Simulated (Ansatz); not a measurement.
## BaTiO3 (P4mm): band gap by G0W0 on r2SCAN

Wanted: the gap of BaTiO3 (P4mm) with a many-body correction, and the time that it takes.

Main program and level: Ansatz 0.2.0; r2SCAN, then G0W0 on it, plane waves, PAW.

The database entry behind the starting cell differs from later determinations by our own check (c/a about 0.6 % short), so it need not match the best structure at ambient conditions.

### Step 1. The starting structure

Symmetry: P4mm, No. 99, tetragonal system. The conventional cell has a = 4.000 Å, b = 4.000 Å, c = 4.018 Å, α = 90.00°, β = 90.00°, γ = 90.00°. Nearest to Ba lie 12 O at 2.79 to 2.88 Å. Ti has 6 O at 1.89 to 2.13 Å nearest. Nearest to O lie 2 Ti at 1.89 to 2.13 Å and 4 Ba at 2.83 Å. O has 2 Ti at 2.00 Å and 4 Ba at 2.79 to 2.88 Å nearest. Farther neighbours and most contacts between anions are not listed.

The cell and positions come from the Crystallography Open Database and are kept as given unless a step says otherwise. Spin-orbit coupling is left out unless a step names it. The default PAW set here is soft_2. Its files were made with PBE.

### Step 2. The r2SCAN band structure

Levels along a band path and on the mesh show where this functional puts the band edges.

This step: DFT, r2SCAN, plane waves, PAW.

Contents of input.yaml:

```yaml
crystal:
  lattice:
    - [3.9998, 0.0, 0.0]
    - [0.0, 3.9998, 0.0]
    - [0.0, 0.0, 4.018]
  atoms:
    - { symbol: Ba, position: [0.0, 0.0, 0.0] }
    - { symbol: Ti, position: [0.5, 0.5, 0.49] }
    - { symbol: O, position: [0.5, 0.5, 0.019] }
    - { symbol: O, position: [0.5, 0.0, 0.517] }
    - { symbol: O, position: [0.0, 0.5, 0.517] }
kpoints:
  mp_grid: { grid: [6, 6, 6] }
  band_path:
    path:
      - [[0.0, 0.0, 0.0], [0.0, 0.5, 0.0], [0.5, 0.5, 0.0], [0.0, 0.0, 0.0], [0.0, 0.0, 0.5], [0.0, 0.5, 0.5], [0.5, 0.5, 0.5], [0.0, 0.0, 0.5]]
      - [[0.0, 0.5, 0.0], [0.0, 0.5, 0.5]]
      - [[0.5, 0.5, 0.0], [0.5, 0.5, 0.5]]
    npoints: 10
hamiltonian:
  xc: r2scan
scf:
  occupations: { method: fermi_dirac, width: 0.02 }
  n_extra_bands: 5
output:
  eigenvalues: true
  write_density: true
  write_potential: true
  elf: true
  volumetric_format: npy
```

Started as:

```console
ansatz run input.yaml --threads 2 --pin off --max-ram 92160MiB --backend cuda --events-out ev --progress --plain --runs-dir out --devices 1 --max-vram 13GiB  # rebuilt from the run's record
```

Numbers of over 12 decimals in the logs are rounded to 6 here.

Log:

```text
scf.n_extra_bands = 5 over 20 filled bands (N_el = 40.0): the run solves 25 bands
GPUs: using 1 of 1 available (devices: 1).
Engine: ansatz 0.2.0, x86_64-unknown-linux-gnu
Pseudopotentials: kind: paw
Pseudopotential: Ba, paw, valence charge 10, recommended cutoff 500 eV (meta_gga), Ba.paw.azcp
Pseudopotential: Ti, paw, valence charge 12, recommended cutoff 500 eV (meta_gga), Ti.paw.azcp
Pseudopotential: O, paw, valence charge 6, recommended cutoff 500 eV (meta_gga), O.paw.azcp
Functional definition: r2SCAN
  parameter k0 = 0.174
  parameter k1 = 0.065
  parameter a1 = 4.9479
  exchange = r2scan_x(k0 = k0, k1 = k1, a1 = a1)
  correlation = r2scan_c
device memory: the entry about to start is reckoned to put 2.4 GiB on a device that reports 59.4 GiB free (of which the cap on the GPU budget leaves the run 13.0 GiB)
GPU FFT provider: cuFFT
GPU libraries: cuBLAS 13.8.2, cuFFT 12.4.0, cuSOLVER 12.3.4
Crystal: 5 atoms, lattice volume = 64.282 Å³
Basis set: ecut = 500 eV, 1647 PW (Γ), exchange–correlation on 120×120×120 points (64 copies of the dense FFT grid, shifted against one another)
Bands: 25, of which v1, the nominal top of the filled ones, is band 20 counted from 1 (19 counted from 0)
Symmetry: 8 space group operations
Space group: P4mm (ITA 99), of the structure as read, at distance tolerance 4.0e-5 Å
k-points: 40 of 216 (time reversal used)
Non-local potential: Ba, projectors of the file, l = 0: 3, l = 1: 2, l = 2: 2, l = 3: 2
Non-local potential: Ti, projectors of the file, l = 0: 3, l = 1: 2, l = 2: 3, l = 3: 1
Non-local potential: O, projectors of the file, l = 0: 2, l = 1: 2, l = 2: 1
PAW form: soft (Blöchl's): semilocal exchange-correlation on the pseudo side does not see the compensation charge
PAW frozen core: Ba, regenerated for the run's functional (the file was generated under x = pbe(κ = 0.804, μ = 0.219515), c = pbe(β = 0.066725))
PAW frozen core: Ti, regenerated for the run's functional (the file was generated under x = pbe(κ = 0.804, μ = 0.219515), c = pbe(β = 0.066725))
PAW frozen core: O, regenerated for the run's functional (the file was generated under x = pbe(κ = 0.804, μ = 0.219515), c = pbe(β = 0.066725))
PAW one-centre angular grid: Ba, 302 points (default); XC on 160 Gauss nodes
PAW one-centre angular grid: Ti, 590 points (default); XC on 160 Gauss nodes
PAW one-centre angular grid: O, 302 points (default); XC on 160 Gauss nodes
Initial density: superposition of atomic densities (neutral atoms: chi_scale 0, normalization atom), corrected by the library's trained network
Initial wavefunctions: pseudopotential atomic-orbital guess
GPU buffer pool allocated for 27000 grid points (all kernels)
GPU transforms: local potential and band sums: pruned to the plane-wave sphere, on 30×30×30
Functional: x = r2scan, c = r2scan; τ floored in thin density (d = 2e-4 eV/Å³)
SCF iter   1: F=—  HF=-10183.709922 eV  |F-HF|=—  |Δ(HF+E_count)|=         —  Δρ=2.16e-2  dr2=3.77e-1  dr2_τ=2.40e-1  ethr=1.77e-3  ⟨swp⟩=6.3  Hψ=5135  notcnv=0
preconditioner: auto → Resta (q_TF=auto, 2.521 Å⁻¹)  ε∞=5.1  [insulator: Δε(μ)=2.699 eV  Ē_g=12.962 eV  σ=0.020 eV  W_gap=1.00  n_scr=18 (ndim 8)  ℏωp=26.2 eV  f_vac=0.000  D(μ)=0.00/eV (n_scr^D=0)  ε∞_Penn≈5.1]
SCF iter   2: F=—  HF=-10183.813910 eV  |F-HF|=—  |Δ(HF+E_count)|=   1.04e-1  Δρ=1.12e-2  dr2=4.97e-2  dr2_τ=2.05e-2  ethr=9.43e-4  ⟨swp⟩=3.4  Hψ=2183  notcnv=0  defer=40
SCF iter   3: F=—  HF=-10183.807377 eV  |F-HF|=—  |Δ(HF+E_count)|=   6.53e-3  Δρ=3.65e-3  dr2=5.71e-3  dr2_τ=4.24e-4  ethr=1.24e-4  ⟨swp⟩=2.1  Hψ=1488  notcnv=0  defer=40
SCF iter   4: F=—  HF=-10183.806668 eV  |F-HF|=—  |Δ(HF+E_count)|=   7.09e-4  Δρ=1.49e-3  dr2=1.02e-3  dr2_τ=1.62e-4  ethr=1.43e-5  ⟨swp⟩=2.0  Hψ=1753  notcnv=0  defer=40
SCF iter   5: F=—  HF=-10183.806463 eV  |F-HF|=—  |Δ(HF+E_count)|=   2.06e-4  Δρ=3.33e-4  dr2=5.55e-5  dr2_τ=4.92e-6  ethr=2.56e-6  ⟨swp⟩=2.3  Hψ=1339  notcnv=0  defer=40
SCF iter   6: F=—  HF=-10183.806471 eV  |F-HF|=—  |Δ(HF+E_count)|=   8.64e-6  Δρ=1.67e-4  dr2=1.58e-5  dr2_τ=2.14e-6  ethr=1.39e-7  ⟨swp⟩=2.0  Hψ=1553  notcnv=0  defer=40
SCF iter   7: F=—  HF=-10183.806469 eV  |F-HF|=—  |Δ(HF+E_count)|=   2.28e-6  Δρ=5.39e-5  dr2=2.10e-6  dr2_τ=1.06e-7  ethr=3.95e-8  ⟨swp⟩=2.0  Hψ=1448  notcnv=0  defer=40
SCF iter   8: F=—  HF=-10183.806469 eV  |F-HF|=—  |Δ(HF+E_count)|=   1.02e-7  Δρ=1.71e-5  dr2=2.15e-7  dr2_τ=1.38e-8  ethr=5.25e-9  ⟨swp⟩=2.1  Hψ=1434  notcnv=0  defer=40
SCF iter   9: F=-10183.806469 eV  HF=-10183.806469 eV  |F-HF|=1.15e-8  |Δ(HF+E_count)|=   2.81e-8  Δρ=4.41e-6  dr2=1.37e-8  dr2_τ=2.62e-10  ethr=2.50e-10  ⟨swp⟩=6.7  Hψ=3157  notcnv=0
SCF 1 converged in 9 iterations: F = -10183.806469 eV  dr2 = 1.37e-8
  greatest PAW one-centre occupation: 0.999 electrons in one spin orbital (limit 2), on the Ti atom at site 1 (counted from 0), in its partial waves of l = 0
device memory: the entry about to start is reckoned to put 2.0 GiB on a device that reports 59.4 GiB free (of which the cap on the GPU budget leaves the run 13.0 GiB)
NSCF: frozen V_eff on 93 k-points, pencils in batches of 32, up to order 112
SCF converged after 9 iterations
Free energy (F): -10183.806469 eV
Harris-Foulkes:  -10183.806469 eV  (|F-HF|=1.15e-8)
Internal energy: -10183.806469 eV  (E = F + TS)
E sigma→0 (E₀):  -10183.806469 eV
Fermi energy:    11.090424 eV
--- Per-component energies (eV) ---
  E_band       = -175.262025
  E_kinetic    = 973.521003
  E_local      = -2099.784712  (includes V_loc(G=0)·N_el)
  E_nonlocal   = 199.427217
  E_hartree    = 819.889486
  E_xc         = -475.316484
  E_vxc        = -604.225214  (∫ρ·V_xc dr)
  E_paw        = -6784.889241  (= ΣΔE_a)
  E_vpaw       = -320.737798  (= ΣTr[D̂ρ^β])
  E_aug_tail   = 0.003065  (compensation charges beyond the density's cutoff)
  E_vtau       = 36.755430  (kinetic-family band-sum trace: ∫τ·v_τ [+ j·A + Jᵃ·Aᵃ] dr)
  E_ewald      = -2816.377938
  E_core_change = -0.278864  (= ΣΔE_core)
  E_smearing   = -0.000000  (= −TS)
  E_closure    = 0.000000  (closes the sum)
  Σ components = -10183.806469   (vs F -10183.806469, Δ=0.00e0)
--- Band table (eV; the first three rows and the last of 40) ---
  k-point 0: bands = [... 16 lower, 8.8055, 9.7105, 9.7360, 9.7360, 12.1780, 12.3806, 12.3806, 14.3031, ... 1 higher]
  k-point 1: bands = [... 16 lower, 8.6047, 9.1668, 9.6136, 9.6136, 12.2072, 12.8059, 12.8059, 14.3025, ... 1 higher]
  k-point 2: bands = [... 16 lower, 8.2498, 8.4047, 9.3972, 9.3972, 12.2672, 13.5573, 13.5573, 14.3029, ... 1 higher]
  k-point 39: bands = [... 16 lower, 7.6147, 9.9047, 9.9047, 9.9921, 14.5352, 14.5352, 14.5388, 17.2631, ... 1 higher]
```

Run time: 4.9 s. Hardware: 1 × NVIDIA H100 80GB HBM3 (shared by 6 runs) with 2 threads of AMD EPYC 7R13 (Zen 3), shared host; peak memory 1 GiB.

This step gave:

- filled bands: 20
- gap: 2.186 eV
- valence top at: A
- conduction bottom at: Γ
- least direct gap: 2.442 eV

Over mesh and path the gap is 2.186 eV, from k = (0.500, 0.500, 0.500) to k = Γ. The least direct gap found is 2.442 eV, at k = Γ.

The electronic bands at the labelled points (eV, zero at the top of the highest nominally filled band):

```csv
point,band 17,band 18,band 19,band 20,band 21,band 22,band 23,band 24
Γ,-1.19,-0.28,-0.26,-0.26,2.19,2.39,2.39,4.31
halfway,-1.54,-1.20,-0.64,-0.56,2.44,3.10,3.11,4.39
X,-1.81,-1.70,-0.93,-0.84,2.49,3.85,3.89,4.37
halfway,-1.51,-1.44,-1.06,-0.48,3.16,3.89,4.02,4.99
M,-1.79,-0.96,-0.96,-0.05,3.91,3.91,4.33,5.09
halfway,-1.71,-1.11,-0.89,-0.47,3.04,3.22,3.47,4.94
Γ,-1.19,-0.28,-0.26,-0.26,2.19,2.39,2.39,4.31
halfway,-1.57,-1.24,-0.49,-0.49,2.24,3.20,3.20,4.31
Z,-1.90,-1.89,-0.69,-0.69,2.31,3.92,3.92,4.31
halfway,-1.39,-1.27,-1.09,-0.56,3.15,3.93,4.01,5.01
R,-1.74,-0.89,-0.87,-0.13,3.89,3.94,4.32,5.21
halfway,-2.44,-0.56,-0.51,-0.11,4.19,4.19,4.43,6.65
A,-2.38,-0.09,-0.09,0.00,4.54,4.54,4.55,7.27
halfway,-2.13,-0.88,-0.63,-0.57,3.65,4.08,4.12,6.29
Z,-1.90,-1.89,-0.69,-0.69,2.31,3.92,3.92,4.31
jump to X,-1.81,-1.70,-0.93,-0.84,2.49,3.85,3.89,4.37
halfway,-1.39,-1.37,-1.15,-0.54,3.25,3.87,4.03,5.03
R,-1.74,-0.89,-0.87,-0.13,3.89,3.94,4.32,5.21
jump to M,-1.79,-0.96,-0.96,-0.05,3.91,3.91,4.33,5.09
halfway,-2.48,-0.60,-0.60,-0.02,4.20,4.20,4.44,6.53
A,-2.38,-0.09,-0.09,0.00,4.54,4.54,4.55,7.27
```

ELF in the ac plane at fractional y = 0.500, with atoms of Ti and O within 0.2 Å of it. It is the smooth field of the valence electrons, not physical close to the nuclei.

Values, 14 rows by 14 columns, each cell a mean:
```
0.02 0.02 0.07 0.34 0.69 0.81 0.74 0.66 0.77 0.80 0.61 0.23 0.04 0.02
0.07 0.05 0.05 0.17 0.52 0.77 0.82 0.82 0.81 0.71 0.41 0.11 0.04 0.06
0.43 0.34 0.16 0.08 0.18 0.38 0.47 0.50 0.46 0.32 0.13 0.09 0.21 0.37
0.73 0.68 0.46 0.17 0.07 0.10 0.16 0.19 0.14 0.08 0.08 0.25 0.55 0.70
0.80 0.81 0.73 0.36 0.11 0.31 0.55 0.62 0.51 0.22 0.13 0.50 0.78 0.81
0.59 0.74 0.78 0.42 0.22 0.56 0.59 0.51 0.61 0.45 0.19 0.56 0.81 0.70
0.32 0.63 0.78 0.41 0.33 0.62 0.27 0.05 0.39 0.58 0.26 0.56 0.79 0.55
0.61 0.74 0.77 0.37 0.30 0.63 0.37 0.16 0.47 0.57 0.23 0.52 0.81 0.71
0.81 0.80 0.67 0.27 0.15 0.46 0.59 0.58 0.58 0.35 0.12 0.39 0.75 0.81
0.72 0.66 0.43 0.15 0.07 0.17 0.30 0.36 0.28 0.13 0.07 0.21 0.53 0.69
0.33 0.25 0.11 0.10 0.25 0.41 0.46 0.47 0.45 0.37 0.20 0.09 0.15 0.27
0.07 0.06 0.06 0.22 0.55 0.75 0.78 0.77 0.78 0.71 0.46 0.15 0.05 0.06
0.01 0.02 0.09 0.40 0.73 0.81 0.67 0.53 0.72 0.80 0.66 0.29 0.05 0.02
0.01 0.02 0.11 0.44 0.75 0.79 0.55 0.32 0.64 0.81 0.69 0.33 0.05 0.01
```
Columns run along a (4.0 Å), rows up along c (4.0 Å). Atoms in or near the plane, at fractional coordinates: Ti at (0.50, 0.49), O at (0.50, 0.02), O at (0.00, 0.52).

Electrostatic potential energy in the ac plane at fractional y = 0.500, with atoms of Ti and O within 0.2 Å of it. With pseudopotentials it is smooth inside the atoms' cores, unlike the true potential.

Ten even steps from '0' (-37 eV) to '9' (15 eV), each cell a mean:
```
99999521279999
99999865699999
99999988899999
99999876789999
46897533368985
02686311247851
01575211136730
02685211136851
57986322247986
99998644578999
99999877889999
99999854589999
99999410169999
99999300159999
```
Columns run along a (4.0 Å; values clipped at the 3rd and 97th percentile), rows up along c (4.0 Å). Atoms in or near the plane, at fractional coordinates: Ti at (0.50, 0.49), O at (0.50, 0.02), O at (0.00, 0.52).

[end of part 1 of 2]

[Paths, hosts, dates, memory and timing lines, banners, echoed tables and standing remarks are left out of the program output.]

[Logs are printed without paths, hosts, clocks, repeated set-up lines and the standing remarks that a program may print on its own settings, such as how far it seeks lower states.]

[Runs of the session that timed out or met a known fault of the program may be left out.]

[Cells called generated may have been cut or substituted from an entry of the Crystallography Open Database or the Materials Project.]

[Hosts, paths, dates, database ids (printed as entryN), source tags and the programs' standing remarks are cut or masked in the printed files.]

[Where an RPA ε∞ is given, it is that of the G0W0 mesh and is not shown converged in it. Names of k-points follow the symmetry that the program found, which can be lower than the space group named. Band edges on a path are those of the sampled points; other points can move an edge, and change direct to indirect where valleys lie close.]

[Hybrid gaps are those of their k-mesh and are not shown converged in it.]
